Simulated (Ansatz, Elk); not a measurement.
**How far do independent atoms describe LaFeP?**

The structure of LaFeP used here is made up (a known structure type with other elements) and was relaxed beforehand with PBEsol. The aim is the Fourier transform of its all-electron density, F(hkl), set beside the sum over free spherical atoms that refinements use.

Main program and level: Elk 11.2.3 (patched build); DFT, PBE, all-electron APW+lo, Dirac cores, scalar-relativistic bands, static density, no spin.

This account leaves out most program logs.

The structure was built from a prototype and need not be the compound's stable phase.

### Step 1. The starting structure

It takes space group P4/nmm (No. 129, tetragonal). The conventional cell has a = 3.785 Å, b = 3.785 Å, c = 8.236 Å, α = 90.00°, β = 90.00°, γ = 90.00°. Nearest to La lie 5 P at 2.97 to 3.55 Å and 4 Fe at 3.07 Å. Fe has 4 P at 2.21 Å and 4 Fe at 2.68 Å and 4 La at 3.07 Å nearest. Nearest to P lie 4 Fe at 2.21 Å and 5 La at 2.97 to 3.55 Å and 4 P at 3.51 Å. Farther neighbours are not listed.

### Step 2. Ground state and structure factors

An all-electron density is needed, since X-rays see the cores too. Task 0 finds the density and task 195 Fourier-transforms it; tshift is off so that phases refer to the origin typed.

The input, elk.in:

```
tasks
  0
  195

xctype
  20

spinpol
  .false.

rgkmax
  7.0

gmaxvr
  14.0

lmaxo
  7

lmaxapw
  8

swidth
  0.002

tshift
  .false.

ramdisk
  .false.

hmaxvr
  5.5

maxscl
  120

epspot
  1e-06

sppath
  './'

avec
  7.15347623036 -0.00000000000 0.00000000000
  0.00000000000 7.15347623036 -0.00000000000
  0.00000000000 -0.00000000000 15.56403518571

atoms
  3
  'La.in'
  2
  -0.0000000000 0.5000000000 0.2938361393   0.000000 0.000000 0.000000
  0.5000000000 -0.0000000000 0.7061638607   0.000000 0.000000 0.000000
  'Fe.in'
  2
  0.5000000000 0.5000000000 0.0000000000   0.000000 0.000000 0.000000
  0.0000000000 0.0000000000 -0.0000000000   0.000000 0.000000 0.000000
  'P.in'
  2
  0.0000000000 0.5000000000 0.8622711292   0.000000 0.000000 0.000000
  0.5000000000 0.0000000000 0.1377288708   0.000000 0.000000 0.000000

ngridk
  6 6 3
```

The run is started by

```bash
> OMP_NUM_THREADS=4 elk
```

The job ended after 54 s (4 threads of Arm Neoverse V1, shared host; peak memory 0.26 GiB; 2.5 min of CPU time).

SFACRHO.OUT:

```text

h k l indices transformed by vhmat matrix:
   1.000000000       0.000000000       0.000000000    
   0.000000000       1.000000000       0.000000000    
   0.000000000       0.000000000       1.000000000    

      h      k      l  multipl.   |H|            Re(F)            Im(F)           |F|

      0      0      0      1   0.0000000       196.00000      0.20407218E-16   196.00000    
      0      0     -1      2  0.40369899       39.175690      0.11052912E-13   39.175690    
      0      0      2      2  0.80739798      -44.283161     -0.35921965E-13   44.283161    
      1      0      0      4  0.87834014       0.0000000      0.97203284E-14  0.97203284E-14
      0      1      1      4  0.96667175      0.10362105E-13  -75.985968       75.985968    
      1      0      1      4  0.96667175     -0.13816140E-13   75.985968       75.985968    
      0      1     -2      4   1.1930519     -0.23314737E-13  -70.241170       70.241170    
      0      1      2      4   1.1930519     -0.21069614E-13   70.241170       70.241170    
      0      0     -3      2   1.2110970       91.021114     -0.60791018E-13   91.021114    
     -1      1      0      4   1.2421605      -72.408643      0.34544573E-14   72.408643    
      1      1      1      8   1.3061147       51.682969     -0.13816140E-14   51.682969    
     -1     -1     -2      8   1.4815041       115.97745     -0.30395509E-13   115.97745    
     -1      0      3      4   1.4960740      0.56646175E-13  -69.253906       69.253906    
      0     -1      3      4   1.4960740     -0.35921965E-13   69.253906       69.253906    
      0      0      4      2   1.6147960       57.090874      0.38685193E-13   57.090874    
      1      1      3      8   1.7348541      -9.8822564     -0.38685193E-13   9.8822564    
      2      0      0      4   1.7566803       136.14827     -0.16644172E-13   136.14827    
      0     -2      1      4   1.8024701       24.351889      -0.0000000       24.351889
```

Elk indexes on the primitive cell of elk.in and gives |H| = 4π sin θ/λ in inverse bohr. Below, one row stands for each form hkl of the conventional cell (m members, Friedel mates merged), F is for one primitive cell and the density is static (no thermal factor). Free-atom factors are Waasmaier and Kirfel's, and R is Σm||F|−|F'||/Σm|F|.

```csv
hkl,m,sin θ/λ (Å⁻¹),"abs F, DFT",neutral atoms,diff.,abs of complex diff.
001,2,0.061,39.176,38.712,+0.464,0.464
002,2,0.121,44.283,44.223,+0.060,0.060
100,4,0.132,0.000,0.000,+0.000,0.000
101,8,0.145,75.986,76.082,-0.096,0.096
102,8,0.179,70.241,70.126,+0.115,0.115
003,2,0.182,91.021,91.185,-0.164,0.164
110,4,0.187,72.409,72.431,-0.023,0.023
111,8,0.196,51.683,51.571,+0.112,0.112
112,8,0.223,115.978,116.240,-0.262,0.262
103,8,0.225,69.254,69.272,-0.018,0.018
004,2,0.243,57.091,57.660,-0.570,0.570
113,8,0.261,9.882,9.250,+0.632,0.632
200,4,0.264,136.148,136.425,-0.277,0.277
201,8,0.271,24.352,24.808,-0.456,0.456
104,8,0.276,77.838,77.864,-0.026,0.026
202,8,0.291,36.739,36.354,+0.385,0.385
210,8,0.295,0.000,0.000,+0.000,0.000
211,16,0.301,62.356,62.200,+0.157,0.157
005,2,0.303,50.191,49.707,+0.484,0.484
114,8,0.306,13.793,14.137,-0.345,0.345
212,16,0.319,56.337,56.468,-0.131,0.131
203,8,0.321,73.896,73.945,-0.048,0.048
```

### Step 3. The highest occupied states alone

An energy window below the Fermi level keeps the highest occupied states, to see at which angles they scatter; shallow core shells can lie inside it and anion s states outside. No new self-consistency is needed.

Changes to elk.in since step 2:

```diff
@@ -1,3 +1,2 @@
 tasks
-  0
   195
@@ -40,2 +39,5 @@
 
+wsfac
+  -0.200010 0.651230
+
 sppath
```

The run is started by

```bash
> OMP_NUM_THREADS=4 elk
```

The job ended after 18 s (4 threads; peak memory 0.17 GiB; 21 s of CPU time).

States within 15 eV below the Fermi level hold 32.00 electrons; any levels below the window count with the cores. Their amplitudes can exceed the total, where window and core parts have opposite phase:

```csv
hkl,sin θ/λ (Å⁻¹),"abs F, window","abs F, all"
001,0.061,19.200,39.176
002,0.121,9.536,44.283
100,0.132,0.000,0.000
101,0.145,2.629,75.986
102,0.179,2.973,70.241
003,0.182,6.562,91.021
110,0.187,5.670,72.409
111,0.196,6.900,51.683
112,0.223,7.372,115.978
103,0.225,0.831,69.254
```

### Step 4. Another functional

The difference from free atoms is small, so it is set against the change that LDA (Perdew-Wang) makes.

Changes to elk.in since step 3:

```diff
@@ -1,2 +1,3 @@
 tasks
+  0
   195
@@ -4,3 +5,3 @@
 xctype
-  20
+  3
 
@@ -39,5 +40,2 @@
 
-wsfac
-  -0.200010 0.651230
-
 sppath
```

The run is started by

```bash
> OMP_NUM_THREADS=4 elk
```

It took 37 s on 4 threads; peak memory 0.17 GiB.

Against the first run R = 0.04 %; the largest change is -0.056 at 330.

### Step 5. Basis size

A smaller basis shows how fast F responds to it; the change is likely larger than the basis error of the first run, but doesn't show convergence.

Changes to elk.in since step 4:

```diff
@@ -5,3 +5,3 @@
 xctype
-  3
+  20
 
@@ -11,3 +11,3 @@
 rgkmax
-  7.0
+  5.5
```

The run is started by

```bash
> OMP_NUM_THREADS=4 elk
```

Wall time 45 s (4 threads); peak memory 0.25 GiB.

Against the first run R = 0.05 %; the largest change is +0.156 at 220.

### Step 6. Settings against the effect

```csv
run,R against the first run (%),"R against neutral atoms, low angle (%)",wall time
"PBE, rgkmax 7",0.00,0.37,54 s
LDA (Perdew-Wang),0.04,0.36,37 s
rgkmax 5.5,0.05,0.40,45 s
```

### Step 7. Outcome

```json
{
 "R against neutral atoms, sin θ/λ < 0.3 Å⁻¹": "0.37 %",
 "R against neutral atoms, 0.3 to 0.72 Å⁻¹": "0.17 %"
}
```

Independent neutral atoms miss the calculated amplitudes by R = 0.37 % below 0.3 Å⁻¹ and 0.17 % from there to 0.72 Å⁻¹; by shells, 0.23 % below 0.15 Å⁻¹ (3 forms), 0.39 % 0.15 to 0.3 (12 forms), 0.18 % 0.3 to 0.45 (28 forms), 0.17 % above 0.45 (98 forms). Bonding, aspherical density and the tables' own atoms all enter these figures, and the runs don't part them. The largest change of an amplitude is +0.63 electrons, at 113. The window's part falls from 32.0 electrons at the origin to at most 2.25 between 0.45 and 0.72 Å⁻¹, where compact states inside the window still scatter. Below 0.3 Å⁻¹ the changes that finished (LDA (Perdew-Wang) and rgkmax 5.5) move F by R = 0.07 % at most, against the 0.37 % that separates it from free atoms. The k-mesh has no finished test. These runs have no spin, though d or f shells may be open. Part of the difference isn't bonding: the tables are fits to free atoms and ions calculated by other methods than this functional. Thermal motion, anomalous dispersion and extinction are left out.

[Logs are printed without paths, hosts, clocks, repeated set-up lines and the standing remarks that a program may print on its own settings, such as how far it seeks lower states.]

[Hosts, paths, dates, database ids (printed as entryN), source tags and the programs' standing remarks are cut or masked in the printed files.]
